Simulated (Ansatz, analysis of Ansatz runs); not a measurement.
# MgH2 (P4_2/mnm), nudged elastic band: V_Mg hop (3.0 Å) (q = −2), part 2 of 5

Wanted: path and barrier of a jump of Mg in MgH2 (P4_2/mnm) at charge −2. The case: V_Mg hop (3.0 Å), in a cell of 72 host atoms with 1 Mg taken out.

Ansatz 0.2.0; plane-wave PAW DFT, PBEsol; nudged elastic band between two relaxed defect structures at fixed charge in a uniform background.

So far: The starting structure; Relaxation of the start point, charge −2.

## (3) Relaxation of the end point, charge −2

Level of this step: plane-wave PAW DFT, PBEsol; relaxation of all atoms of a defect supercell at fixed charge in a uniform background (Ansatz).

The end point is relaxed in the same cell and settings, so that the two energies compare. Atoms more than 3.2 Å from the middle of the hop start where the first relaxation left them, the nearer ones on or close to their ideal places, with small random displacements.

Input file qm2.end/input.yaml:

```yaml
crystal:
  lattice:
    - [8.95437031, 0.0, 0.0]
    - [0.0, 8.95437031, 0.0]
    - [0.0, 0.0, 9.0232221]
  atoms:
    - { symbol: Mg, position: [0.24895033, 0.24894895, 0.16598036] }
    - { symbol: Mg, position: [-6.312e-05, -4.134e-05, -0.00156768] }
[... 4 atom lines left out ...]
    - { symbol: Mg, position: [0.25, 0.25, 0.5] }
[... 1 atom line left out ...]
    - { symbol: H, position: [0.34777188, 0.34777188, 0.33333333] }
[... 5 atom lines left out ...]
    - { symbol: H, position: [0.34777188, 0.34777188, 0.66666667] }
[... 9 atom lines left out ...]
    - { symbol: Mg, position: [0.25, 0.75, 0.5] }
[... 2 atom lines left out ...]
    - { symbol: H, position: [0.40222812, 0.59777188, 0.5] }
[... 13 atom lines left out ...]
    - { symbol: H, position: [0.59754051, 0.40261577, 0.16591526] }
    - { symbol: Mg, position: [0.75, 0.25, 0.5] }
[... 4 atom lines left out ...]
    - { symbol: H, position: [0.59777188, 0.40222812, 0.5] }
[... 12 atom lines left out ...]
    - { symbol: Mg, position: [0.75, 0.75, 0.5] }
    - { symbol: Mg, position: [0.5, 0.5, 0.666667] }
[... 2 atom lines left out ...]
    - { symbol: H, position: [0.65222812, 0.65222812, 0.33333333] }
[... 4 atom lines left out ...]
    - { symbol: H, position: [0.65222812, 0.65222812, 0.66666667] }
    - { symbol: H, position: [0.59650925, 0.9025105, 0.8339883] }
total_charge: -2
basis:
  ecutwfc: 420
  xc_grid: 2
hamiltonian:
  xc: pbesol
kpoints:
  mp_grid: { grid: [1, 1, 1], shift: [0.25, 0.25, 0.25] }
scf:
  occupations: { method: fixed }
  max_iter: 100
output:
  forces: true
relax:
  f_tol: 0.02
  max_steps: 70
  random_displacement: { amplitude: 0.01, seed: 6365 }
```

Run with:

```bash
$ ansatz run input.yaml --threads 4 --pin off --max-ram 7536MiB --backend cpu --events-out ev --progress --plain --runs-dir out
```

Numbers of over 12 decimals in the logs are rounded to 6 here.

What it wrote:

```text
[...]
Crystal: 71 atoms, lattice volume = 723.489 Å³
Basis set: ecut = 420 eV, 14111 PW (Γ), exchange–correlation on 120×120×128 points (8 copies of the dense FFT grid, shifted against one another)
Bands: 211, of which v1, the nominal top of the filled ones, is band 140 counted from 1 (139 counted from 0)
Symmetry: 1 space group operations
k-points: 1
[...]
SCF iter   1: F=—  HF=-44730.874956 eV  |F-HF|=—  |Δ(HF+E_count)|=         —  Δρ=1.89e-2  dr2=1.83e0  ethr=1.77e-3  ⟨swp⟩=5.0  Hψ=599  notcnv=0  defer=67
[...]
SCF iter   6: F=-44729.953901 eV  HF=-44729.953901 eV  |F-HF|=1.86e-7  |Δ(HF+E_count)|=   4.40e-6  Δρ=7.75e-6  dr2=3.85e-7  ethr=2.68e-9  ⟨swp⟩=4.0  Hψ=467  notcnv=0
SCF 1 converged in 6 iterations: F = -44729.953901 eV  dr2 = 3.85e-7
[...]
F+E_penalty+E_count = -44731.02952137 eV   max|allowed force component| = 6.071e-3 eV/Å
  atoms:
    - { symbol: Mg, position: [0.257731, 0.257606, 0.170718] }
    - { symbol: Mg, position: [0.000193, 8.129708677735524e-5, 0.000607] }
[...]
- { symbol: Mg, position: [0.257617, 0.257475, 0.495758] }
    [... 1 atom left out ...]
    - { symbol: H, position: [0.346573, 0.346324, 0.333442] }
[...]
- { symbol: H, position: [0.345976, 0.345811, 0.670604] }
[...]
- { symbol: H, position: [0.395043, 0.604754, 0.517009] }
[...]
- { symbol: Mg, position: [0.747378, 0.252772, 0.500428] }
    [... 4 atoms left out ...]
    - { symbol: H, position: [0.604921, 0.394897, 0.517016] }
    [... 12 atoms left out ...]
    - { symbol: Mg, position: [0.742572, 0.742470, 0.495557] }
    - { symbol: Mg, position: [0.500135, 0.499977, 0.657308] }
    [... 2 atoms left out ...]
    - { symbol: H, position: [0.653821, 0.653720, 0.332820] }
    [... 4 atoms left out ...]
    - { symbol: H, position: [0.654329, 0.654218, 0.670234] }
    [... 1 atom left out ...]
[key lines of the parts left out:]
SCF converged after 5 iterations
Free energy (F): -44731.029521 eV
Fermi energy:    1.977905 eV
```

Wall time 11 s (4 threads of Arm Neoverse V2, shared host); peak memory 0.95 GiB; 43 s of CPU time.

Relaxation path:

```
step  energy less that of the first step (eV)  largest force component (eV/Å)
   1                                   0.0000                          2.4152
   2                                  -0.9917                          0.2886
   3                                  -1.0741                          0.0208
   4                                  -1.0756                          0.0061
```

The atoms that moved most (Å, from the sites as typed, ahead of the random displacement):

```
atom      dx      dy      dz  length
 H54  -0.070   0.065  -0.151   0.179
 H34   0.067  -0.068  -0.151   0.179
 H42   0.068  -0.066  -0.151   0.178
 H48   0.063  -0.066   0.153   0.178
 H28  -0.066   0.062   0.153   0.178
 H22  -0.065   0.068  -0.150   0.177
Mg56   0.001   0.001   0.170   0.170
Mg67   0.078   0.078   0.042   0.118
```

Neighbours of Mg62 at the end:

```
atom  distance (Å)
 H48         1.835
 H28         1.835
 H15         1.956
 H70         1.956
 H54         2.010
 H34         2.010
Mg56         3.173
 Mg7         3.399
Mg61         3.400
Mg43         3.436
Mg25         3.436
```

This step gave:

| Property | Result |
| --- | --- |
| free energy | -44731.0295 eV |
| r.m.s. move of the farther half of the atoms | 0.03897 Å |
| largest move from the ideal geometry of this structure, a common shift of the far atoms taken out | 0.1891 Å |

The relaxation gained 1.076 eV and ended with a largest force component of 0.0061 eV/Å. The end lies within 1 meV of the start.

[end of part 2 of 5]

[Logs are printed without paths, hosts, clocks, repeated set-up lines and the standing remarks that a program may print on its own settings, such as how far it seeks lower states.]

[Hosts, paths, dates, database ids (printed as entryN), source tags and the programs' standing remarks are cut or masked in the printed files.]
